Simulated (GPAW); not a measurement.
# Cu K ELNES/XANES of CuAgO2 (Pmmm) from DFT, part 2 of 3

How does the Cu K edge of CuAgO2 (Pmmm) move when the bonds are compressed or stretched?

GPAW 26.7.0; X-ray absorption from dipole matrix elements to empty bands, plane-wave PAW LDA.

So far. Step 2 (The field without a hole): The mesh shows no gap, so the system is treated as a metal and the core electron is put at the Fermi level (neutral cell).

## Step 4: Spectrum with XCH, Cu atom 3

The holes are 5.6 Å apart. In GPAW the data set carries the hole's charge, so charge=0 means a charged cell and charge=-1 a neutral one. The excited electron is kept in the cell, where it fills the lowest empty states and screens the hole. After the field has converged, empty bands are computed with the density fixed and the dipole matrix elements are summed.

The absorber has 4 O at 1.88 Å (square planar, site symmetry mmm).

The input, xas.py:

```python
import numpy as np
from ase import Atoms
from ase.parallel import parprint, paropen
from gpaw import GPAW, PW, FermiDirac, Mixer, MixerDif, setup_paths
from gpaw.test import gen
setup_paths.insert(0, '.')
gen('Cu', name='fch1s', xcname='LDA', corehole=(1, 0, 1), write_xml=True)
from gpaw.mpi import world
world.barrier()

atoms = Atoms('Ag4Cu4O8',
    cell=[[5.63288562, 0, 0],
     [0, 3.35389257, 5.40417723],
     [0, -3.35389257, 5.40417723]],
    scaled_positions=[[0, 0, 0],
     [0.5, 0.5, 0.5],
     [0.5, 0, 0],
     [0, 0.5, 0.5],
     [0.25, 0.5, 0],
     [0.75, 0, 0.5],
     [0.75, 0.5, 0],
     [0.25, 0, 0.5],
     [0.5, 0.11457511, 0.61457511],
     [0, 0.61457511, 0.11457511],
     [0.5, 0.61457511, 0.11457511],
     [0, 0.11457511, 0.61457511],
     [0.5, 0.88542489, 0.38542489],
     [0, 0.38542489, 0.88542489],
     [0.5, 0.38542489, 0.88542489],
     [0, 0.88542489, 0.38542489]],
    magmoms=[0.0, 0.0, 0.0, 0.0, 1.0, 1.0, -1.0, -1.0, 0.0, 0.0, 0.0, 0.0, 0.0, 0.0, 0.0, 0.0],
    pbc=True)
atoms.calc = calc = GPAW(legacy_gpaw=True, mode=PW(500), xc='LDA', setups={4: 'fch1s'},
    kpts={'size': (3, 3, 3), 'gamma': True}, occupations=FermiDirac(0.1),
    charge=-1, mixer=MixerDif(0.05, 8, 50), maxiter=150,
    convergence={'density': 0.0001}, txt='scf.txt')
energy = atoms.get_potential_energy() + calc.get_reference_energy()
ef = calc.get_fermi_level()
out = dict(energy=energy, fermi=ef, forces=atoms.get_forces().tolist(), magmoms=atoms.get_magnetic_moments().tolist())
parprint(f'all-electron energy {energy:.4f} eV, Fermi level {ef:.4f} eV')
ev = np.array([[calc.get_eigenvalues(k, s) for k in range(len(calc.get_ibz_k_points()))] for s in range(calc.get_number_of_spins())])
out['homo'], out['lumo'], out['counts'] = ev[ev < ef].max(), ev[ev > ef].min(), sorted(set((ev < ef).sum((0, 2)).tolist()))
out['filled'] = (ev[:, 0] < ef).sum(1).tolist()

from ase.units import Ha
from gpaw.xas import dipole_matrix_elements
nb = int(calc.get_number_of_electrons() / 2) + 124
top, nb = nb, nb + 8 + nb // 12
nscf = calc.fixed_density(kpts={'size': (3, 3, 3), 'gamma': True}, nbands=nb,
    convergence={'bands': top, 'eigenstates': 1e-5}, maxiter=60, txt='nscf.txt')
cell = atoms.cell.array
ops = [cell.T @ U.T @ np.linalg.inv(cell.T) for U in nscf.wfs.kd.symmetry.op_scc]
E = np.arange(-6, 34, 0.1)
fwhm = np.interp(E, [4, 25], [1.55, 3.5])
Y, X, zero, highest = 0, 0, 1e9, 1e9
for spin in range(nscf.get_number_of_spins()):
    wfs = nscf.wfs
    A = dipole_matrix_elements(wfs.setups[4])
    eps = np.zeros((wfs.kd.nibzkpts, nb))
    d = np.zeros((3, A.shape[1], wfs.kd.nibzkpts, nb), complex)
    for kpt in wfs.kpt_u:
        if kpt.s == spin and 4 in kpt.P_ani:
            eps[kpt.k] = kpt.eps_n * Ha
            d[:, :, kpt.k] = (kpt.weight * wfs.nspins / 2) ** 0.5 * np.inner(A, kpt.P_ani[4])
    world.sum(eps)
    world.sum(d)
    T = np.einsum('amkn,bmkn->abkn', d, d.conj()).real
    T = sum(np.einsum('ai,ijkn,bj->abkn', R, T, R) for R in ops) / len(ops)
    empty = eps > ef
    zero, highest = min(zero, eps[empty].min()), min(highest, eps[:, top - 1].min())
    lines = [(eps, T, empty)] if spin == 0 else lines + [(eps, T, empty)]
for eps, T, empty in lines:
    f = np.einsum('aakn->akn', T).reshape(3, -1)
    x = eps.ravel() - zero
    w = np.interp(x, E, fwhm) / 2.35482
    g = np.exp(-0.5 * ((E[:, None] - x) / w) ** 2) / (w * (2 * np.pi) ** 0.5)
    Y = Y + (f * empty.ravel()) @ g.T
    X = X + (f * ~empty.ravel()) @ g.T
out.update(E=E.round(2).tolist(), xas=Y.tolist(), xes=X.tolist(), zero=zero, valid=highest - zero, nk=len(eps), nb=nb)
for i in range(0, len(E), 10):
    parprint(f'{E[i]:7.2f}', *(f'{v:10.3e}' for v in Y[:, i]))
import json
with paropen('out.json', 'w') as f:
    json.dump(out, f)
```

On the command line:

```
$ OMP_NUM_THREADS=1 mpirun -n 2 gpaw python xas.py
```

Numbers of over 12 decimals in the logs are rounded to 6 here.

What it wrote:

```text
Input parameters:
  charge: -1
  convergence: {density: 0.0001}
  kpts: {gamma: True,
         size: (3, 3, 3)}
  maxiter: 150
  mixer: {backend: pulay,
          beta: 0.05,
          method: difference,
          nmaxold: 8,
          weight: 50}
  mode: {ecut: 500.0,
         name: pw}
  occupations: {fixmagmom: False,
                name: fermi-dirac,
                width: 0.1}
  setups: {4: fch1s}

Initialize ...

[... PAW data sets ...]

Reference energy: -764886.885005  # eV

Spin-polarized calculation.
Initial magnetic moment: 0.000000

[... convergence settings ...]
Symmetries present (total): 2
  [... symmetry matrices ...]

27 k-points: 3 x 3 x 3 Monkhorst-Pack grid
10 k-points in the irreducible part of the Brillouin zone
       k-points in crystal coordinates                weights
   0:     0.00000000    0.00000000    0.00000000          1/27
   1:     0.00000000    0.00000000    0.33333333          2/27
   2:     0.00000000    0.33333333   -0.33333333          2/27
   3:     0.00000000    0.33333333    0.00000000          2/27
   4:     0.00000000    0.33333333    0.33333333          2/27
   5:     0.33333333    0.00000000    0.00000000          2/27
   6:     0.33333333    0.00000000    0.33333333          4/27
   7:     0.33333333    0.33333333   -0.33333333          4/27
   8:     0.33333333    0.33333333    0.00000000          4/27
   9:     0.33333333    0.33333333    0.33333333          4/27

Wave functions: Plane wave expansion
  Cutoff energy: 500.000 eV
  Number of coefficients (min, max): 5162, 5207
  Pulay-stress correction: 0.000000 eV/Ang^3 (de/decut=0.000000)
  Using FFTW library
  Wavefunction extrapolation:
    Improved wavefunction reuse through dual PAW basis

Occupation numbers: Fermi-Dirac:
  width: 0.1000  # eV

Eigensolver
   Davidson(niter=2)

Densities:
  Coarse grid: 30*35*35 grid
  Fine grid: 60*70*70 grid
  Total Charge: 0.000000

Density mixing:
  Method: difference
  Backend: pulay
  Linear mixing parameter: 0.05
  old densities: 8
  Width of damping distribution: 1.1
  Damping of long wavelength oscillations: 50

[... Hamiltonian set-up ...]
Number of atoms: 16
Number of atomic orbitals: 116
Number of bands in calculation: 101
Number of valence electrons: 161
Bands to converge: occupied

... initialized

Initializing position-dependent things.

Density initialized from atomic densities
Creating initial wave functions:
  101 bands from LCAO basis set

          O     O

       O      O
        AgO    Ag

             Cu     Cu
       O      O
           Cu    Cu

        Ag     Ag

Atomic positions and initial magnetic moments

Positions:
   0 Ag     0.000000    0.000000    0.000000    ( 0.0000,  0.0000,  0.0000)
   1 Ag     2.816443    0.000000    5.404177    ( 0.0000,  0.0000,  0.0000)
   2 Ag     2.816443    0.000000    0.000000    ( 0.0000,  0.0000,  0.0000)
   3 Ag     0.000000    0.000000    5.404177    ( 0.0000,  0.0000,  0.0000)
   4 Cu     1.408221    1.676946    2.702089    ( 0.0000,  0.0000,  1.0000)
   5 Cu     4.224664   -1.676946    2.702089    ( 0.0000,  0.0000,  1.0000)
   6 Cu     4.224664    1.676946    2.702089    ( 0.0000,  0.0000, -1.0000)
[...]
13 O      0.000000   -1.676946    6.867897    ( 0.0000,  0.0000,  0.0000)
  14 O      2.816443   -1.676946    6.867897    ( 0.0000,  0.0000,  0.0000)
  15 O      0.000000    1.676946    6.867897    ( 0.0000,  0.0000,  0.0000)

Unit cell:
           periodic     x           y           z      points  spacing
  1. axis:    yes    5.632886    0.000000    0.000000    30     0.1878
  2. axis:    yes    0.000000    3.353893    5.404177    35     0.1628
  3. axis:    yes    0.000000   -3.353893    5.404177    35     0.1628

  Lengths:   5.632886   6.360324   6.360324
  Angles:   63.648398  90.000000  90.000000

Effective grid spacing dv^(1/3) = 0.1771

[...]
Converged after 22 iterations.

Dipole moment: (-0.101704, 0.000000, -0.000000) |e|*Ang

Total magnetic moment: (0.000000, 0.000000, -0.001311)
Local magnetic moments:
   0 Ag ( 0.000000,  0.000000,  0.000011)
   1 Ag ( 0.000000,  0.000000,  0.000011)
   2 Ag ( 0.000000,  0.000000,  0.000011)
   3 Ag ( 0.000000,  0.000000,  0.000011)
   4 Cu ( 0.000000,  0.000000, -0.004868)
   5 Cu ( 0.000000,  0.000000, -0.000069)
   6 Cu ( 0.000000,  0.000000,  0.000076)
   7 Cu ( 0.000000,  0.000000,  0.000018)
   8 O  ( 0.000000,  0.000000,  0.000006)
   9 O  ( 0.000000,  0.000000,  0.001088)
  10 O  ( 0.000000,  0.000000,  0.001088)
  11 O  ( 0.000000,  0.000000,  0.000006)
  12 O  ( 0.000000,  0.000000,  0.000006)
  13 O  ( 0.000000,  0.000000,  0.001088)
  14 O  ( 0.000000,  0.000000,  0.001088)
  15 O  ( 0.000000,  0.000000,  0.000006)

Energy contributions relative to reference atoms: (reference = -764886.885005)

Kinetic:        +12.164464
Potential:      -27.256749
External:        +0.000000
XC:            -107.387316
Entropy (-ST):   -0.263741
Local:           +0.634806
SIC:             +0.000000
--------------------------
Free energy:   -122.108536
Extrapolated:  -121.976665

Spin contamination: 12.350477 electrons
Showing only first 2 kpts
                      Up                     Down
 Kpt  Band  Eigenvalues  Occupancy  Eigenvalues  Occupancy
  0    78      4.25295    0.99901      4.25034    0.99903
  0    79      5.13076    0.13421      5.13141    0.13345
  0    80      5.14598    0.11748      5.14563    0.11785
  0    81      5.41080    0.00933      5.41118    0.00930

  1    78      4.48233    0.99024      4.48187    0.99029
  1    79      4.86753    0.68309      4.86733    0.68354
  1    80      4.95077    0.48392      4.94992    0.48603
  1    81      5.45729    0.00588      5.45720    0.00589

Fermi level: 4.94433

No gap
No difference between direct/indirect transitions

Forces in eV/Ang:
  0 Ag   -0.05175    0.00000    0.00000
  1 Ag    0.05175    0.00000    0.00000
  2 Ag    0.05175    0.00000    0.00000
  3 Ag   -0.05175    0.00000    0.00000
  4 Cu    0.00000    0.00000    0.00000
  5 Cu   -0.00000    0.00000    0.00000
  6 Cu   -0.00000    0.00000    0.00000
[...]
13 O    -1.09894   -0.00000   -1.13479
 14 O     1.09894   -0.00000   -1.13479
 15 O     0.07545   -0.00000   -0.19691
Scalar-relativistic atomic LDA calculation for Cu (Copper, Z=29)
Core hole in 1s state (1s occupation: 1.0)
600 radial gridpoints.
|------------------------------------------------|
|------------------------------------------------|
[... the atom generator's iteration count ...]

Energy contributions:
-------------------------
Kinetic:    +1336.692400
XC:           -57.131451
Potential:  -2600.779951
-------------------------
Total:      -1321.219003

state      eigenvalue         ekin         rmax
-----------------------------------------------
1s^1.0 :  -337.058981   426.036309        0.034
2s^2.0 :   -41.859242    83.018235        0.193
2p^6.0 :   -37.118937    82.366106        0.153
3s^2.0 :    -4.941495    18.413630        0.596
3p^6.0 :    -3.402187    16.582998        0.594
3d^10.0:    -0.747943    11.230631        0.562
4s^1.0 :    -0.517664     1.791433        2.006
4p^0.0 :    -0.294182     1.077284        2.520
-----------------------------------------------
(units: Bohr and Hartree)

Generating PAW setup
Kinetic energy of the core from tauc = 1233.538363
Cutoffs:
rc(s)=2.200
rc(p)=2.200
rc(d)=2.000
rc(vbar)=1.800
rc(comp)=2.000
rc(nct)=2.200

Kinetic energy of the core states: 1222.594660
Charge: 1.0
Core electrons: 17.0
Valence electrons: 11.0
Pseudo-core charge: 0.267927
Shape function alpha=2.500
Pseudo-electron charge 3.306954
state    eigenvalue         norm
--------------------------------
4s(1) :    -0.517664     1.110086
*s    :     0.482336
4p(0) :    -0.294182     1.012069
*p    :     0.705818
3d(10):    -0.747943     0.192894
*d    :     0.252057
--------------------------------

Diagonalizing with gridspacing h=0.050

state   all-electron     PAW
-------------------------------
4s:      -0.517664    -0.517809
4p:      -0.294182    -0.294289
3d:      -0.747943    -0.748405
*f:                   -0.018700
-------------------------------
all-electron energy -765008.8617 eV, Fermi level 4.9443 eV
  -6.00  7.440e-28  1.456e-28  8.829e-28
  -5.00  2.905e-22  7.960e-23  3.522e-22
  -4.00  1.206e-17  4.353e-18  1.468e-17
  -3.00  5.422e-14  2.386e-14  6.486e-14
  -2.00  2.685e-11  1.315e-11  3.076e-11
  -1.00  1.482e-09  7.321e-10  1.582e-09
  -0.00  9.359e-09  4.151e-09  8.901e-09
[...]
31.00  3.620e-07  4.321e-07  2.927e-07
  32.00  3.832e-07  3.975e-07  3.106e-07
  33.00  3.997e-07  3.541e-07  3.144e-07
```

Wall time 9.9 min (2 MPI ranks of Arm Neoverse V1, shared host); peak memory 0.95 GiB; 20 min of CPU time.

The Cu K spectrum, Cu atom 3, excited-electron core hole (neutral cell) (energy from the lowest empty level; intensity scaled to a mean of 1 over the first 20 eV; polarised curves are means over the symmetry-equivalent atoms):

| E (eV) | isotropic | ε ∥ x | ε ∥ y | ε ∥ z |
| --- | --- | --- | --- | --- |
| -2.00 | 0.00 | 0.00 | 0.00 | 0.00 |
| -1.25 | 0.00 | 0.00 | 0.00 | 0.00 |
| -0.50 | 0.01 | 0.02 | 0.01 | 0.02 |
| 0.25 | 0.03 | 0.03 | 0.01 | 0.03 |
| 1.00 | 0.02 | 0.03 | 0.01 | 0.02 |
| 1.75 | 0.03 | 0.03 | 0.06 | 0.02 |
| 2.50 | 0.12 | 0.05 | 0.29 | 0.03 |
| 3.25 | 0.37 | 0.08 | 0.96 | 0.06 |
| 4.00 | 0.70 | 0.06 | 1.97 | 0.08 |
| 4.75 | 0.77 | 0.02 | 2.22 | 0.07 |
| 5.50 | 0.54 | 0.02 | 1.54 | 0.06 |
| 6.25 | 0.30 | 0.05 | 0.77 | 0.08 |
| 7.00 | 0.21 | 0.08 | 0.40 | 0.16 |
| 7.75 | 0.28 | 0.12 | 0.46 | 0.26 |
| 8.50 | 0.45 | 0.20 | 0.83 | 0.31 |
| 9.25 | 0.73 | 0.28 | 1.58 | 0.33 |
| 10.00 | 1.13 | 0.30 | 2.72 | 0.38 |
| 10.75 | 1.47 | 0.29 | 3.50 | 0.63 |
| 11.50 | 1.52 | 0.33 | 3.04 | 1.18 |
| 12.25 | 1.37 | 0.43 | 1.80 | 1.89 |
| 13.00 | 1.34 | 0.62 | 0.91 | 2.49 |
| 13.75 | 1.44 | 1.03 | 0.60 | 2.69 |
| 14.50 | 1.56 | 1.76 | 0.51 | 2.43 |
| 15.25 | 1.74 | 2.81 | 0.45 | 1.98 |
| 16.00 | 1.98 | 3.86 | 0.41 | 1.66 |
| 16.75 | 2.11 | 4.37 | 0.41 | 1.53 |
| 17.50 | 2.01 | 4.05 | 0.44 | 1.54 |
| 18.25 | 1.76 | 3.16 | 0.50 | 1.62 |
| 19.00 | 1.50 | 2.19 | 0.58 | 1.72 |
| 19.75 | 1.30 | 1.46 | 0.66 | 1.77 |
| 20.50 | 1.17 | 1.07 | 0.74 | 1.70 |
| 21.25 | 1.15 | 0.97 | 0.86 | 1.64 |
| 22.00 | 1.24 | 1.01 | 0.99 | 1.70 |
| 22.75 | 1.35 | 1.09 | 1.13 | 1.82 |
| 23.50 | 1.40 | 1.15 | 1.24 | 1.83 |
| 24.25 | 1.38 | 1.18 | 1.31 | 1.64 |
| 25.00 | 1.29 | 1.21 | 1.32 | 1.34 |
| 25.75 | 1.19 | 1.22 | 1.29 | 1.07 |
| 26.50 | 1.12 | 1.22 | 1.26 | 0.89 |
| 27.25 | 1.10 | 1.21 | 1.28 | 0.81 |
| 28.00 | 1.11 | 1.21 | 1.34 | 0.79 |
| 28.75 | 1.14 | 1.21 | 1.41 | 0.81 |
| 29.50 | 1.16 | 1.19 | 1.44 | 0.84 |
| 30.25 | 1.15 | 1.15 | 1.42 | 0.88 |
| 31.00 | 1.15 | 1.15 | 1.37 | 0.93 |
| 31.75 | 1.15 | 1.19 | 1.29 | 0.97 |

Main maxima below 30 eV (height): 4.6 eV (0.79), 11.2 eV (1.54), 16.8 eV (2.11), 23.6 eV (1.41) and 29.6 eV (1.16). A K edge sees empty p states on the absorber.

The total-energy difference is 8960.85 eV. The tabulated edge of the element is 8979 eV. The functional leaves an error in such absolute values: in the free atom LDA prices this hole 18.3 eV below PBE (computed apart), and PBE is itself good to a few eV.

## Step 5: Reference energy of the supercell

The cell changes for the next run, so it gets a reference energy of its own.

The cell differs from the one that the last finished run ended in (a 5.633 → 5.576 Å, b 6.360 → 6.296 Å, c 6.360 → 6.296 Å).

The input, scf.py:

```python
import numpy as np
from ase import Atoms
from ase.parallel import parprint, paropen
from gpaw import GPAW, PW, FermiDirac, Mixer, MixerDif, setup_paths
from gpaw.test import gen
setup_paths.insert(0, '.')
gen('Cu', name='nch1s', xcname='LDA', corehole=(1, 0, 0), write_xml=True)
from gpaw.mpi import world
world.barrier()

atoms = Atoms('Ag4Cu4O8',
    cell=[[5.5759839, 0, 0],
     [0, 3.32001255, 5.34958585],
     [0, -3.32001255, 5.34958585]],
    scaled_positions=[[0, 0, 0],
     [0.5, 0.5, 0.5],
     [0.5, 0, 0],
     [0, 0.5, 0.5],
     [0.25, 0.5, 0],
     [0.75, 0, 0.5],
     [0.75, 0.5, 0],
     [0.25, 0, 0.5],
     [0.5, 0.11457511, 0.61457511],
     [0, 0.61457511, 0.11457511],
     [0.5, 0.61457511, 0.11457511],
     [0, 0.11457511, 0.61457511],
     [0.5, 0.88542489, 0.38542489],
     [0, 0.38542489, 0.88542489],
     [0.5, 0.38542489, 0.88542489],
     [0, 0.88542489, 0.38542489]],
    magmoms=[0.0, 0.0, 0.0, 0.0, 1.0, 1.0, -1.0, -1.0, 0.0, 0.0, 0.0, 0.0, 0.0, 0.0, 0.0, 0.0],
    pbc=True)
atoms.calc = calc = GPAW(legacy_gpaw=True, mode=PW(500), xc='LDA', setups={4: 'nch1s'},
    kpts={'size': (3, 3, 3), 'gamma': True}, occupations=FermiDirac(0.1),
    charge=0, mixer=MixerDif(0.05, 8, 50), maxiter=150,
    convergence={'density': 0.0001}, txt='scf.txt')
energy = atoms.get_potential_energy() + calc.get_reference_energy()
ef = calc.get_fermi_level()
out = dict(energy=energy, fermi=ef, forces=atoms.get_forces().tolist(), magmoms=atoms.get_magnetic_moments().tolist())
parprint(f'all-electron energy {energy:.4f} eV, Fermi level {ef:.4f} eV')
ev = np.array([[calc.get_eigenvalues(k, s) for k in range(len(calc.get_ibz_k_points()))] for s in range(calc.get_number_of_spins())])
out['homo'], out['lumo'], out['counts'] = ev[ev < ef].max(), ev[ev > ef].min(), sorted(set((ev < ef).sum((0, 2)).tolist()))
out['filled'] = (ev[:, 0] < ef).sum(1).tolist()
import json
with paropen('out.json', 'w') as f:
    json.dump(out, f)
```

On the command line:

```
$ OMP_NUM_THREADS=1 mpirun -n 2 gpaw python scf.py
```

What it wrote:

```text
Input parameters:
  convergence: {density: 0.0001}
  kpts: {gamma: True,
         size: (3, 3, 3)}
  maxiter: 150
  mixer: {backend: pulay,
          beta: 0.05,
          method: difference,
          nmaxold: 8,
          weight: 50}
  mode: {ecut: 500.0,
         name: pw}
  occupations: {fixmagmom: False,
                name: fermi-dirac,
                width: 0.1}
  setups: {4: nch1s}

Initialize ...

[...]
*s    :     0.821514
4p(0) :    -0.028757     1.001617
*p    :     0.971243
3d(10):    -0.195673     0.277238
*d    :     0.804327
--------------------------------

Diagonalizing with gridspacing h=0.050

state   all-electron     PAW
-------------------------------
4s:      -0.178486    -0.178572
4p:      -0.028757    -0.028678
3d:      -0.195673    -0.196155
*f:                    0.071609
-------------------------------
all-electron energy -773969.8443 eV, Fermi level 5.3356 eV
[key lines of the parts left out:]
Converged after 20 iterations.
Dipole moment: (0.000000, 0.000000, -0.000000) |e|*Ang
Free energy:    -84.188679
Fermi level: 5.33564
```

Wall time 4 min (2 MPI ranks); peak memory 0.58 GiB.

Reference energy: -773969.844 eV with the cores included.

## Step 6: Spectrum with XCH, Cu atom 3

Shorter bonds are expected to push antibonding states and scattering resonances up, and longer ones down; the cell is scaled to test that.

Changed against the first core-hole run: volume scale from 1 to 0.97.

Edit xas.py of step 4 so:

```diff
@@ -11,5 +11,5 @@
 atoms = Atoms('Ag4Cu4O8',
-    cell=[[5.63288562, 0, 0],
-     [0, 3.35389257, 5.40417723],
-     [0, -3.35389257, 5.40417723]],
+    cell=[[5.5759839, 0, 0],
+     [0, 3.32001255, 5.34958585],
+     [0, -3.32001255, 5.34958585]],
     scaled_positions=[[0, 0, 0],
@@ -46,3 +46,3 @@
 from gpaw.xas import dipole_matrix_elements
-nb = int(calc.get_number_of_electrons() / 2) + 124
+nb = int(calc.get_number_of_electrons() / 2) + 121
 top, nb = nb, nb + 8 + nb // 12
```

On the command line:

```
$ OMP_NUM_THREADS=1 mpirun -n 2 gpaw python xas.py
```

What it wrote:

```text
Input parameters:
  charge: -1
  convergence: {density: 0.0001}
  kpts: {gamma: True,
         size: (3, 3, 3)}
  maxiter: 150
  mixer: {backend: pulay,
          beta: 0.05,
          method: difference,
          nmaxold: 8,
          weight: 50}
  mode: {ecut: 500.0,
         name: pw}
  occupations: {fixmagmom: False,
                name: fermi-dirac,
                width: 0.1}
  setups: {4: fch1s}

[...]
4s:      -0.517664    -0.517809
4p:      -0.294182    -0.294289
3d:      -0.747943    -0.748405
*f:                   -0.018700
-------------------------------
all-electron energy -765008.8963 eV, Fermi level 5.3743 eV
  -6.00  7.621e-28  1.559e-28  9.330e-28
  -5.00  2.983e-22  8.527e-23  3.677e-22
  -4.00  1.240e-17  4.666e-18  1.517e-17
  -3.00  5.572e-14  2.559e-14  6.643e-14
[...]
32.00  3.752e-07  4.196e-07  3.050e-07
  33.00  4.020e-07  3.786e-07  3.155e-07
[key lines of the parts left out:]
Converged after 23 iterations.
Dipole moment: (-0.098345, 0.000000, -0.000000) |e|*Ang
Free energy:   -122.139961
Fermi level: 5.37431
```

The job ended after 10 min (2 MPI ranks; peak memory 0.94 GiB; 20 min of CPU time).

| E (eV) | first run | this run |
| --- | --- | --- |
| -2.0 | 0.00 | 0.00 |
| -1.0 | 0.00 | 0.00 |
| 0.0 | 0.02 | 0.02 |
| 1.0 | 0.02 | 0.02 |
| 2.0 | 0.05 | 0.06 |
| 3.0 | 0.26 | 0.29 |
| 4.0 | 0.70 | 0.73 |
| 5.0 | 0.71 | 0.71 |
| 6.0 | 0.37 | 0.37 |
| 7.0 | 0.21 | 0.20 |
| 8.0 | 0.32 | 0.30 |
| 9.0 | 0.62 | 0.57 |
| 10.0 | 1.13 | 1.06 |
| 11.0 | 1.53 | 1.53 |
| 12.0 | 1.42 | 1.46 |
| 13.0 | 1.34 | 1.32 |
| 14.0 | 1.48 | 1.43 |
| 15.0 | 1.67 | 1.59 |
| 16.0 | 1.98 | 1.89 |
| 17.0 | 2.10 | 2.12 |
| 18.0 | 1.85 | 1.98 |
| 19.0 | 1.50 | 1.62 |
| 20.0 | 1.24 | 1.33 |
| 21.0 | 1.15 | 1.17 |
| 22.0 | 1.24 | 1.21 |
| 23.0 | 1.38 | 1.36 |
| 24.0 | 1.39 | 1.43 |
| 25.0 | 1.29 | 1.36 |
| 26.0 | 1.17 | 1.23 |
| 27.0 | 1.10 | 1.13 |
| 28.0 | 1.11 | 1.11 |
| 29.0 | 1.15 | 1.15 |
| 30.0 | 1.15 | 1.18 |
| 31.0 | 1.15 | 1.17 |
| 32.0 | 1.15 | 1.17 |

Against the first run the r.m.s. difference is 4 %. The highest intensity below 24 eV goes from 16.8 eV (2.11) to 17.2 eV (2.12).

The photon energy of the zero moves by +0.10 eV.

[end of part 2 of 3]

[Banner, clock and machine lines of the logs are left out without a mark of their own.]

[Logs are printed without paths, hosts, clocks, repeated set-up lines and the standing remarks that a program may print on its own settings, such as how far it seeks lower states.]

[Hosts, paths, dates, database ids (printed as entryN), source tags and the programs' standing remarks are cut or masked in the printed files.]

[Lists of maxima count a maximum above −3 eV only where it reaches 4 % of the highest in the window and stands out from its surroundings by 2 % of it (1.5 % where it reaches 55 %); shoulders and weaker maxima are passed over, and of the rest the first, up to two pre-edge ones and the few strongest are named.]
